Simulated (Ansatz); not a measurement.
# The perfect GaP wire along [110], 24 atoms a period, H-terminated, part 2 of 4

What gap, if any, does the GaP wire along [110], 24 atoms a period, H-terminated have, and how does it change with the functional and under strain?

Ansatz 0.2.0; DFT PBE, plane waves, PAW; relaxation of a wire's period; PAW set soft_1 (the session's first sound run).

So far. Step 2 (Relaxation of atoms and period): The cell's length comes to 3.986 Å with spin left out.

## (3) The wire at its relaxed period

This step: DFT PBE, plane waves, PAW; bands of a perfect wire; PAW set soft_1 (Ansatz 0.2.0).

At the relaxed period the bands are computed along the axis; those that cross an energy going forward count the channels that a perfect wire would open there.

input.yaml reads:

```yaml
crystal:
  lattice:
    - [20.935, 0.0, 0.0]
    - [0.0, 19.121, 0.0]
    - [0.0, 0.0, 3.9859293306]
  atoms:
    - { symbol: H, position: [0.154441489, 0.397009114, 0.0] }
    - { symbol: Ga, position: [0.205527088, 0.456871155, 0.0] }
    - { symbol: P, position: [0.402099286, 0.344311417, 0.0] }
    - { symbol: H, position: [0.430211519, 0.169872558, 0.0] }
    - { symbol: Ga, position: [0.46498319, 0.242154705, 0.0] }
    - { symbol: Ga, position: [0.467919276, 0.44386335, 0.0] }
    - { symbol: P, position: [0.662834151, 0.352337072, 0.0] }
    - { symbol: H, position: [0.704971022, 0.293749866, 0.0] }
    - { symbol: Ga, position: [0.725143578, 0.455616723, 0.0] }
    - { symbol: H, position: [0.237158087, 0.647381204, 0.235232827] }
    - { symbol: H, position: [0.780979116, 0.647459819, 0.321701549] }
    - { symbol: P, position: [0.282308183, 0.648016582, 0.5] }
    - { symbol: P, position: [0.270993221, 0.443242942, 0.5] }
    - { symbol: H, position: [0.297413791, 0.270666546, 0.5] }
    - { symbol: H, position: [0.291637302, 0.823800845, 0.5] }
    - { symbol: Ga, position: [0.33527151, 0.341317597, 0.5] }
    - { symbol: Ga, position: [0.340526671, 0.537296912, 0.5] }
    - { symbol: Ga, position: [0.336794166, 0.758923777, 0.5] }
    - { symbol: P, position: [0.531127803, 0.248759887, 0.5] }
    - { symbol: P, position: [0.535048436, 0.65338065, 0.5] }
    - { symbol: P, position: [0.533802437, 0.449226239, 0.5] }
    - { symbol: H, position: [0.558156007, 0.824596831, 0.5] }
    - { symbol: H, position: [0.573853811, 0.190681469, 0.5] }
    - { symbol: Ga, position: [0.596951424, 0.347931105, 0.5] }
    - { symbol: Ga, position: [0.59954219, 0.551172399, 0.5] }
    - { symbol: Ga, position: [0.60060338, 0.756826931, 0.5] }
    - { symbol: P, position: [0.790300589, 0.455778184, 0.5] }
    - { symbol: H, position: [0.837928524, 0.402845301, 0.5] }
    - { symbol: H, position: [0.829254786, 0.516502332, 0.5] }
    - { symbol: H, position: [0.780979116, 0.647459819, 0.678298451] }
    - { symbol: H, position: [0.237158087, 0.647381204, 0.764767173] }
    - { symbol: H, position: [0.184094838, 0.536328956, 0.0] }
    - { symbol: P, position: [0.404809426, 0.547729934, 0.0] }
    - { symbol: P, position: [0.400314663, 0.747257065, 0.0] }
    - { symbol: H, position: [0.439920058, 0.807773865, 0.0] }
    - { symbol: Ga, position: [0.471254759, 0.648371301, 0.0] }
    - { symbol: P, position: [0.664258434, 0.556644424, 0.0] }
    - { symbol: P, position: [0.664317827, 0.745944791, 0.0] }
    - { symbol: H, position: [0.700784216, 0.808945372, 0.0] }
    - { symbol: Ga, position: [0.740824122, 0.652889619, 0.0] }
kpoints:
  mp_grid: { grid: [1, 1, 21] }
  band_path: { path: ["Γ", Z], npoints: 90 }
scf:
  occupations: { method: fermi_dirac, width: 0.05 }
hamiltonian:
  xc: pbe
  pseudopotentials: { kind: paw, azcp: { folder: soft_1 } }
output:
  dos: { e_range: [-5, 4] }
  write_potential: true
  write_density: true
  volumetric_format: npy
```

Command:

```bash
$ ansatz run input.yaml --threads 4 --pin off --max-ram 16384MiB --backend cpu --events-out ev --progress --plain --runs-dir out
```

Numbers of over 12 decimals in the logs are rounded to 6 here.

The program printed:

```text
[...]
Crystal: 40 atoms, lattice volume = 1595.560 Å³
Basis set: ecut = 420 eV, 31267 PW (Γ)
Bands: 156, of which v1, the nominal top of the filled ones, is band 116 counted from 1 (115 counted from 0)
Symmetry: 2 space group operations
[...]
k-points: 11 of 21
[...]
SCF iter   1: F=—  HF=-54730.800641 eV  |F-HF|=—  |Δ(HF+E_count)|=         —  Δρ=3.84e-2  dr2=2.39e1  ethr=3.10e-3  ⟨swp⟩=9.5  Hψ=9125  notcnv=0  defer=141
[...]
SCF iter  11: F=-54723.587368 eV  HF=-54723.587368 eV  |F-HF|=4.62e-8  |Δ(HF+E_count)|=   1.92e-7  Δρ=1.84e-6  dr2=7.58e-8  ethr=4.31e-11  ⟨swp⟩=17.7  Hψ=11758  notcnv=0
SCF 1 converged in 11 iterations: F = -54723.587368 eV  dr2 = 7.58e-8
[...]
NSCF: frozen V_eff on 91 k-points
WARN: The output density's exchange-correlation potential varies sharply where the density is thin. Do not read a vacuum level from v_tot or v_xc, or from such a field of the output density. On a cell that repeats whose density bears no net charge and no dipole along the vacuum's axis use v_es (v_loc + v_h of the components); under efield.dipole_correction with no amplitude use v_es + v_field, which holds any externa [...]
SCF converged after 11 iterations
Free energy (F): -54723.587368 eV
[...]
Internal energy: -54723.586291 eV  (E = F + TS)
E sigma→0 (E₀):  -54723.586829 eV
Entropy (-TS):   -0.001077 eV (-0.027 meV/atom)
Fermi energy:    -0.015946 eV
[...]
--- Band table (eV; the first three rows and the last of 11) ---
  k-point 0: bands = [... 112 lower, -1.6839, -1.4489, -1.0973, -0.2181, 0.1839, 0.4484, 0.7206, 0.9938, ... 36 higher]
  k-point 1: bands = [... 112 lower, -1.6795, -1.4363, -1.1736, -0.3315, 0.3139, 0.5686, 0.8541, 1.1098, ... 36 higher]
  k-point 2: bands = [... 112 lower, -1.7051, -1.4887, -1.3141, -0.6047, 0.6564, 0.8745, 1.1910, 1.3861, ... 36 higher]
  k-point 10: bands = [... 112 lower, -2.4335, -2.3955, -2.2782, -2.1240, 1.0123, 1.1135, 1.1426, 1.2152, ... 36 higher]
```

Elapsed: 7.5 min, on 4 threads of Intel Xeon Platinum 8223CL at 3.00GHz (Skylake/Cascade Lake), shared host; peak memory 13 GiB.

This step gave:

* energy at zero smearing: -54723.5868 eV
* band gap: 0.4020 eV

Electronic bands along the path, in eV, zero at the Fermi level; v1 is the highest filled band, c1 the lowest empty one:

| point | v4 | v3 | v2 | v1 | c1 | c2 | c3 | c4 |
| --- | --- | --- | --- | --- | --- | --- | --- | --- |
| Γ | -1.67 | -1.43 | -1.08 | -0.20 | 0.20 | 0.46 | 0.74 | 1.01 |
| halfway | -1.97 | -1.84 | -1.72 | -1.57 | 1.26 | 1.35 | 1.60 | 1.75 |
| Z | -2.41 | -2.40 | -2.28 | -2.11 | 1.05 | 1.10 | 1.17 | 1.22 |

The gap is 0.402 eV, with spin left out.

The path shows a direct gap of 0.40 eV (valence top at Γ, conduction bottom at Γ).

## (4) Levels at the same atoms, cutoff 500 eV, k-mesh 1×1×16

This step: DFT r2SCAN, plane waves, PAW; bands of a perfect wire at the PBE geometry; PAW set soft_1 (Ansatz 0.2.0).

The atoms stay at the PBE geometry and the functional changes. r2SCAN also reads the kinetic-energy density; it often gives larger moments and wider gaps than PBE, at a higher cost. Against the first PBE run of this kind, the cutoff is 500 eV against 420 and the mesh along the wire has 16 points against 21.

Changes to input.yaml since step 3:

```diff
@@ -47,3 +47,3 @@
 kpoints:
-  mp_grid: { grid: [1, 1, 21] }
+  mp_grid: { grid: [1, 1, 16] }
   band_path: { path: ["Γ", Z], npoints: 90 }
@@ -52,8 +52,3 @@
 hamiltonian:
-  xc: pbe
+  xc: r2scan
   pseudopotentials: { kind: paw, azcp: { folder: soft_1 } }
-output:
-  dos: { e_range: [-5, 4] }
-  write_potential: true
-  write_density: true
-  volumetric_format: npy
```

The program printed:

```text
[...]
Crystal: 40 atoms, lattice volume = 1595.560 Å³
Basis set: ecut = 500 eV, 40563 PW (Γ), exchange–correlation on 640×576×120 points (64 copies of the dense FFT grid, shifted against one another)
Bands: 156, of which v1, the nominal top of the filled ones, is band 116 counted from 1 (115 counted from 0)
Symmetry: 2 space group operations
[...]
k-points: 9 of 16
[...]
SCF iter   1: F=—  HF=-54859.181828 eV  |F-HF|=—  |Δ(HF+E_count)|=         —  Δρ=3.81e-2  dr2=2.17e1  dr2_τ=3.31e-1  ethr=3.10e-3  ⟨swp⟩=8.8  Hψ=7137  notcnv=0  defer=110
[...]
SCF iter  11: F=-54855.117906 eV  HF=-54855.117906 eV  |F-HF|=4.26e-8  |Δ(HF+E_count)|=   1.81e-7  Δρ=1.23e-6  dr2=3.54e-8  dr2_τ=9.18e-10  ethr=4.31e-11  ⟨swp⟩=16.4  Hψ=9903  notcnv=0
SCF 1 converged in 11 iterations: F = -54855.117906 eV  dr2 = 3.54e-8
[...]
WARN: pass on a band path, mesh or list of k-points: the 91 k-points are solved 32 at a time at the most, because the 14.40 GiB of host memory that the pass is priced against does not hold them all with the solver's workspace as planned. The pass can take longer, above all where fewer k-points are solved at a time than the run has threads. As a rule a larger memory budget leaves room for more at once. The budget is what a run with no `--max-ram-frac` typed is planned for, 0.8 of the host's memory or its container's limit. More memory there lifts it, and so does a share over 0.88 that is typed (of such a share the budget is ten elevenths): [rest of the remark cut]
SCF converged after 11 iterations
Free energy (F): -54855.117906 eV
[...]
Internal energy: -54855.117723 eV  (E = F + TS)
E sigma→0 (E₀):  -54855.117815 eV
Entropy (-TS):   -0.000183 eV (-0.005 meV/atom)
Fermi energy:    -0.059741 eV
[...]
--- Band table (eV; the first three rows and the last of 9) ---
  k-point 0: bands = [... 112 lower, -1.8835, -1.6256, -1.2729, -0.3732, 0.2526, 0.5440, 0.8317, 1.1200, ... 36 higher]
  k-point 1: bands = [... 112 lower, -1.8870, -1.6204, -1.3966, -0.5595, 0.4795, 0.7483, 1.0582, 1.3235, ... 36 higher]
  k-point 2: bands = [... 112 lower, -1.9436, -1.7603, -1.5681, -0.9751, 1.0341, 1.2150, 1.5750, 1.6843, ... 36 higher]
  k-point 8: bands = [... 112 lower, -2.6625, -2.6589, -2.5288, -2.3563, 1.1201, 1.1778, 1.2922, 1.2923, ... 36 higher]
```

Elapsed: 13 min, on 4 threads; peak memory 11 GiB; 50 min of CPU time.

Numbers from this step:

| Property | Result |
| --- | --- |
| energy at zero smearing | -54855.1178 eV |
| band gap | 0.6258 eV |

Electronic bands along the path, in eV, zero at the Fermi level; v1 is the highest filled band, c1 the lowest empty one:

| point | v4 | v3 | v2 | v1 | c1 | c2 | c3 | c4 |
| --- | --- | --- | --- | --- | --- | --- | --- | --- |
| Γ | -1.82 | -1.57 | -1.21 | -0.31 | 0.31 | 0.60 | 0.89 | 1.18 |
| halfway | -2.14 | -2.02 | -1.88 | -1.73 | 1.40 | 1.49 | 1.84 | 1.95 |
| Z | -2.60 | -2.60 | -2.47 | -2.30 | 1.18 | 1.24 | 1.35 | 1.35 |

The gap is 0.626 eV, against 0.402 eV under PBE at the relaxed period.

## (5) Levels at the same atoms, level HSE06, cutoff 420 eV

This step: DFT HSE06, plane waves, PAW; levels of a perfect wire at the PBE geometry; PAW set soft_1 (Ansatz 0.2.0).

The atoms stay at the PBE geometry and the functional changes. HSE06 mixes in a quarter of short-range exact exchange, which removes part of the self-interaction that closes gaps; it is dear, so the mesh is thinner and no path is run. Against the first PBE run of this kind, the mesh along the wire has 8 points against 21.

Changes to input.yaml since step 4:

```diff
@@ -47,4 +47,3 @@
 kpoints:
-  mp_grid: { grid: [1, 1, 16] }
-  band_path: { path: ["Γ", Z], npoints: 90 }
+  mp_grid: { grid: [1, 1, 8] }
 scf:
@@ -52,3 +51,3 @@
 hamiltonian:
-  xc: r2scan
+  xc: hse06
   pseudopotentials: { kind: paw, azcp: { folder: soft_1 } }
```

The program printed:

```text
[...]
Fermi energy:    -0.155703 eV
[...]
--- Band table (eV; the first three rows and the last of 5) ---
  k-point 0: bands = [... 112 lower, -2.1980, -1.9218, -1.5430, -0.7460, 0.4347]
  k-point 1: bands = [... 112 lower, -2.2682, -2.0577, -1.8625, -1.3372, 1.2446]
  k-point 2: bands = [... 112 lower, -2.5281, -2.4110, -2.2623, -2.1251, 1.5656]
  k-point 4: bands = [... 112 lower, -3.0179, -2.9924, -2.8761, -2.6991, 1.3165]
  guard bands above this table: 39 of the run's 156 bands. The solve was not asked for them (output.publish_guard_bands: true or output.eigenvalues: true publishes all)
[key lines of the parts left out:]
Free energy (F): -54736.388039 eV
```

The job ended after 17 min (4 threads; peak memory 7.7 GiB).

Numbers from this step:

```yaml
band_gap: 1.181 eV
```

The gap is 1.18 eV, against 0.402 eV under PBE at the relaxed period.

(Part 2 of 4 ends here.)

[Logs are printed without paths, hosts, clocks, repeated set-up lines and the standing remarks that a program may print on its own settings, such as how far it seeks lower states.]

[Hosts, paths, dates, database ids (printed as entryN), source tags and the programs' standing remarks are cut or masked in the printed files.]
